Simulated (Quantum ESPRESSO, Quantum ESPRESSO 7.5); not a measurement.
## Work function and surface energy of Mo(100) against thickness

How thick must a slab of Mo(100) be?

Calculated with Quantum ESPRESSO 7.5; plane-wave DFT, PBE, GBRV ultrasoft pseudopotentials.

**Measured values to reproduce.**

For Mo (clean (100) face, which reconstructs), “Anisotropic work function of elemental crystals” (2019, arxiv:1902.07811) quotes earlier work: work function (clean (100) face, which reconstructs) 4.45 eV.

Report form: the programs' logs are mostly left out.

**1. Set-up**

The cell holds 8 atoms: 8 Mo. Cell: a = 3.150 Å, b = 3.150 Å, c = 26.025 Å, α = 90.0°, β = 90.0°, γ = 90.0°. It derives from Mo. Vacuum lies along c.

As a file:

```xyz
8
Lattice="3.1500 0.0000 0.0000 0.0000 3.1500 0.0000 0.0000 0.0000 26.0250" Properties=species:S:1:pos:R:3
Mo    1.5750    1.5750    7.5000
Mo    0.0000    0.0000    9.0750
Mo    1.5750    1.5750   10.6500
Mo    0.0000    0.0000   12.2250
Mo    1.5750    1.5750   13.8000
Mo    0.0000    0.0000   15.3750
Mo    1.5750    1.5750   16.9500
Mo    0.0000    0.0000   18.5250
```

**2. The script**

ASE writes the inputs, starts pw.x and reads the results. Under ESM bc1 the zero of energy of a symmetric slab is the vacuum, so the work function is minus the Fermi level.

The input, run.py:

```python
import json
import numpy as np
from ase.build import bcc100
from ase.calculators.espresso import Espresso, EspressoProfile

profile = EspressoProfile(command='mpirun -n 4 pw.x -nk 4', pseudo_dir='../pseudo')
pseudopotentials = {'Mo': 'mo_pbe_v1.uspp.F.UPF'}
system = {'ecutwfc': 40, 'ecutrho': 200, 'occupations': 'smearing', 'smearing': 'mv', 'degauss': 0.02}


def calculator(name, kpts, **extra):
    data = dict(control=dict(tprnfor=True, verbosity='high', disk_io='none'),
                system=system | extra,
                electrons=dict(conv_thr=1e-07, mixing_beta=0.4, mixing_mode='local-TF',
                               electron_maxstep=100))
    return Espresso(profile=profile, directory=name, pseudopotentials=pseudopotentials, kpts=kpts, input_data=data)


def centre(atoms):
    z = atoms.positions[:, 2]
    atoms.positions[:, 2] -= (z.max() + z.min()) / 2  # ESM wants the slab about z = 0
    return atoms


rows = []
for n in [3, 4, 5, 6, 7, 8]:
    slab = centre(bcc100('Mo', size=(1, 1, n), a=3.15, vacuum=7.5, periodic=True))
    slab.set_initial_magnetic_moments([0.0] * n)
    slab.calc = calculator(f'n{n}', (10, 10, 1), assume_isolated='esm', esm_bc='bc1')
    energy = slab.get_potential_energy()
    work = -slab.calc.get_fermi_level()
    force = slab.get_forces()[-1, 2]
    rows.append([n, energy, work, force])
    print(f'{n} layers: E = {energy:.5f} eV, work function {work:.3f} eV, force on the top atom {force:+.3f} eV/A')

n, energy = np.array(rows)[:, :2].T
slope, offset = np.polyfit(n[1:], energy[1:], 1)
area = np.linalg.norm(np.cross(*slab.cell[:2]))
gamma = offset / (2 * area) * 16.0218
print(f'bulk energy from the slope {slope:.5f} eV an atom; unrelaxed surface energy {gamma:.3f} J/m^2')
json.dump(dict(rows=rows, slope=slope, gamma=gamma), open('result.json', 'w'))
```

Run with:

```sh
$ OMP_NUM_THREADS=1 python run.py
```

Elapsed: 14 min, on 4 MPI ranks of Arm Neoverse V1, shared host; peak memory 0.93 GiB; 56 min of CPU time.

Numbers from this step:

| Item | Value |
| --- | --- |
| surface energy | 3.561 J/m² |
| work function of the thickest slab | 3.954 eV |

The work function by layers:

```
layers  work function (eV)
  3.00                4.11
  4.00                3.90
  5.00                3.99
  6.00                3.97
  7.00                3.97
  8.00                3.95
```

The force on the top atom along the normal by layers:

```
layers  force on the top atom along the normal (eV/Å)
  3.00                                          -1.34
  4.00                                          -1.54
  5.00                                          -1.27
  6.00                                          -1.47
  7.00                                          -1.38
  8.00                                          -1.39
```

Table of energy less the bulk line's slope by layers:

```
layers  energy less the bulk line's slope (meV)
  3.00                                     4435
  4.00                                     4424
  5.00                                     4414
  6.00                                     4382
  7.00                                     4404
  8.00                                     4429
```

**3. Running the series: RPBE, GBRV ultrasoft**

Level of this step: plane-wave DFT, RPBE, GBRV ultrasoft pseudopotentials made under PBE (Quantum ESPRESSO 7.5). input_dft overrides the functional of the files.

run.py is the input of step 2 with these lines changed:

```diff
@@ -7,3 +7,3 @@
 pseudopotentials = {'Mo': 'mo_pbe_v1.uspp.F.UPF'}
-system = {'ecutwfc': 40, 'ecutrho': 200, 'occupations': 'smearing', 'smearing': 'mv', 'degauss': 0.02}
+system = {'ecutwfc': 40, 'ecutrho': 200, 'input_dft': 'rpbe', 'occupations': 'smearing', 'smearing': 'mv', 'degauss': 0.02}
```

Run with:

```sh
$ OMP_NUM_THREADS=1 python run.py
```

Elapsed: 14 min, on 4 MPI ranks; peak memory 0.94 GiB; 55 min of CPU time.

This step gave:

* surface energy: 3.313 J/m²
* work function of the thickest slab: 3.805 eV

Work function against layers:

```csv
layers,work function (eV)
3.00,3.95
4.00,3.75
5.00,3.84
6.00,3.81
7.00,3.82
8.00,3.80
```

The force on the top atom along the normal by layers:

```csv
layers,force on the top atom along the normal (eV/Å)
3.00,-1.18
4.00,-1.36
5.00,-1.06
6.00,-1.29
7.00,-1.19
8.00,-1.20
```

Energy less the bulk line's slope against layers:

```csv
layers,energy less the bulk line's slope (meV)
3.00,4131
4.00,4116
5.00,4108
6.00,4074
7.00,4097
8.00,4122
```

**4. A check by hand**

γ = (E_N − N e_bulk)/(2A). The excess of the thickest slab is 4.429 eV and A = 9.922 Å²: 4.429/(2 × 9.922) × 16.02 = 3.58 J/m² (1 eV/Å² = 16.02 J/m²); the fit's intercept gives 3.56.

**5. Results**

```
work function of the thickest slab, PBE, GBRV ultrasoft                   : 3.95 eV
unrelaxed surface energy, PBE, GBRV ultrasoft                             : 3.56 J/m²
work function of the thickest slab, RPBE, GBRV ultrasoft (made under PBE) : 3.80 eV
unrelaxed surface energy, RPBE, GBRV ultrasoft (made under PBE)           : 3.31 J/m²
```

What this shows: The thickest slab gives a work function of 3.95 eV and the series an unrelaxed surface energy of 3.56 J/m² (PBE, GBRV ultrasoft). The work function swings by 0.21 eV over 3 to 8 layers and by 0.01 eV over the last step; confined states crossing the Fermi level and the finite mesh both contribute. From 4 layers on it stays within 0.1 eV. The force on the top atom of the thickest slab points inwards (1.39 eV/Å). The slabs are cut from the bulk at the tabulated lattice constant and not relaxed; the surface energy comes from a straight line through the energies of all but the thinnest slab.

Comparison with the measured values:

| quantity | measured | PBE, GBRV | RPBE, GBRV (made under PBE) |
| --- | --- | --- | --- |
| work function (clean (100) face, which reconstructs) (eV) | 4.45 | 3.95 (-0.50 eV) | 3.80 (-0.65 eV) |

Measured values from arxiv:1902.07811 (2019).

How well it matches: The grades are ours: good and fair within 3 and 7 % for the work function. Other measurements of the same face can differ from the value quoted by 0.1 to 0.2 eV.

[Logs are printed without paths, hosts, clocks, repeated set-up lines and the standing remarks that a program may print on its own settings, such as how far it seeks lower states.]

[Hosts, paths, dates, database ids (printed as entryN), source tags and the programs' standing remarks are cut or masked in the printed files.]

[Maps of the electrostatic potential energy from Ansatz leave out the sawtooth potential of an applied field or a dipole correction, so their vacuum need not be flat; planar profiles and work functions include it.]
